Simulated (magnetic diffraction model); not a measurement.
# Which magnetic order? Nd3SnPt3

Space group Cmcm (no. 63), a = 4.5080 Å, b = 10.5490 Å, c = 13.9050 Å.

| site | atom | x | y | z |
| --- | --- | --- | --- | --- |
| 4c | Pt | 0 | 0.2048 | 3/4 |
| 8f | Pt | 0 | 0.0821 | 0.9017 |
| 4c | Nd | 0 | 0.4962 | 3/4 |
| 8f | Nd | 1/2 | 0.2910 | 0.9018 |
| 4b | Sn | 1/2 | 0 | 0 |

This is a made-up structure (elements placed in a structure type, unrelaxed), so the numbers test the method and describe no known phase.

Only Nd is taken to order (form factors of Nd3+); orders and moment sizes are assumed, and not adapted to the symmetry. Radiation: neutrons of λ = 2.52 Å, 1.5° to 60°; isotropic B of 0.2 Å² (Pt), 0.3 Å² (Nd) and 0.35 Å² (Sn). The intensities are simulated: I ∝ L Σ (|F_N|² + |F_M⊥|²) for unpolarised neutrons, with F_M = 2.695 fm/μB × Σ f(s) S exp(2πi Q·r) exp(−B s²) at Q = H ± k (one set where k and −k are equivalent), only the part normal to Q counting and L = 1/(sin²θ cos θ). For a modulated order the moment at position r is S exp(−2πi k·r) + c.c., with S = m/2 for a sine wave of amplitude m and S = m(u + iv)/2 for moments turning in a plane, u and v being orthogonal unit vectors in it; the phase factor of the sum at Q = H + k is then exp(2πi H·r). Form factors are spin-only for 3d ions and dipole or tabulated for f ions, scattering lengths are Sears's of 1992, and absorption is left out. A label names one of the reflections at its angle. The strongest nuclear line in the range is 100, and lines under 0.2 are left out.

Above the ordering temperature:

```csv
2θ (°),index,I
27.64,(0 2 0),0.6
29.61,(0 2 1),21.0
34.90,(0 2 2),4.6
35.39,(1 1 0),13.4
36.98,(1 1 1),11.1
41.45,(1 1 2),7.0
42.43,(0 2 3),1.5
42.50,(0 0 4),0.7
48.13,(1 1 3),37.1
51.46,(0 2 4),5.6
54.06,(1 3 0),70.6
55.21,(1 3 1),19.0
56.46,(1 1 4),100.0
57.08,(0 4 0),9.2
58.19,(0 4 1),4.1
58.58,(1 3 2),3.5
```

Below it (cell unchanged):

```csv
2θ (°),I
2.74,205.1
10.75,4.6
24.83,2.5
26.98,7.2
27.64,0.6
29.61,21.0
30.47,1.6
32.28,5.3
32.66,3.1
34.36,2.6
34.90,4.6
35.39,13.4
35.99,0.8
36.61,2.3
36.98,11.1
37.23,2.8
38.16,0.7
40.55,11.8
41.45,7.0
42.43,1.5
42.50,0.7
42.52,11.1
48.13,37.1
49.85,0.4
51.46,5.6
51.68,1.1
52.87,2.8
53.19,0.5
53.99,0.5
54.06,70.6
55.14,0.7
55.21,19.0
55.75,1.9
56.33,4.7
56.46,100.0
56.52,1.0
```
(The table stops after 36 lines; 6 more lie at higher angle.)

**Question.** Find the propagation vector, then choose among these models:
A. a sine wave with moments along [100] (amplitudes given), 3.1 μB on Nd; signs + at (0, 0.4962, 3/4), + at (1/2, 0.0038, 1/4), + at (1/2, 0.2910, 0.9018), + at (0, 0.2090, 0.0982), − at (1/2, 0.2910, 0.5982), − at (0, 0.2090, 0.4018)
B. moments turning in the plane of [001] and [100], 3.1 μB on Nd; signs + at (0, 0.4962, 3/4), + at (1/2, 0.0038, 1/4), + at (1/2, 0.2910, 0.9018), + at (0, 0.2090, 0.0982), − at (1/2, 0.2910, 0.5982), − at (0, 0.2090, 0.4018)
C. a sine wave with moments along [001] (amplitudes given), 3.1 μB on Nd; signs + at (0, 0.4962, 3/4), + at (1/2, 0.0038, 1/4), + at (1/2, 0.2910, 0.9018), + at (0, 0.2090, 0.0982), − at (1/2, 0.2910, 0.5982), − at (0, 0.2090, 0.4018)
D. moments turning in the plane of [010] and [001], 3.1 μB on Nd; signs + at (0, 0.4962, 3/4), + at (1/2, 0.0038, 1/4), + at (1/2, 0.2910, 0.9018), + at (0, 0.2090, 0.0982), − at (1/2, 0.2910, 0.5982), − at (0, 0.2090, 0.4018)

The new lines index as (0 1/5 0) at 2.74°, (0 1/5 1) at 10.75°, (0 9/5 0) at 24.83° and (0 9/5 1) at 26.98°, that is as H ± k with k = (0 1/5 0). Satellites come in pairs about each point of the reciprocal lattice.

Magnetic intensity, observed (below minus above) and for each model:

| 2θ (°) | index | observed | A | B | C | D |
| --- | --- | --- | --- | --- | --- | --- |
| 2.74 | (0 1/5 0) | 205.1 | 205.1 | 410.2 | 205.1 | 205.1 |
| 10.75 | (0 1/5 1) | 4.6 | 70.7 | 75.3 | 4.6 | 70.7 |
| 21.07 | (0 1/5 2) | <0.2 | 6.9 | 7.0 | <0.2 | 6.9 |
| 26.98 | (0 9/5 1) | 7.2 | 8.5 | 15.7 | 7.2 | 8.5 |
| 32.28 | (0 11/5 1) | 5.3 | 6.0 | 11.3 | 5.3 | 6.0 |
| 32.66 | (0 9/5 2) | 3.1 | 5.4 | 8.5 | 3.1 | 5.4 |
| 40.55 | (1 4/5 2) | 11.8 | 5.7 | 17.4 | 11.8 | 26.7 |
| 42.52 | (1 6/5 2) | 11.1 | 6.0 | 17.0 | 11.1 | 23.5 |

Model C matches.

The structure used: k = (0 1/5 0), a sine wave with moments along [001] (amplitudes given), 3.1 μB on Nd; signs + at (0, 0.4962, 3/4), + at (1/2, 0.0038, 1/4), + at (1/2, 0.2910, 0.9018), + at (0, 0.2090, 0.0982), − at (1/2, 0.2910, 0.5982), − at (0, 0.2090, 0.4018).

[Logs are printed without paths, hosts, clocks, repeated set-up lines and the standing remarks that a program may print on its own settings, such as how far it seeks lower states.]
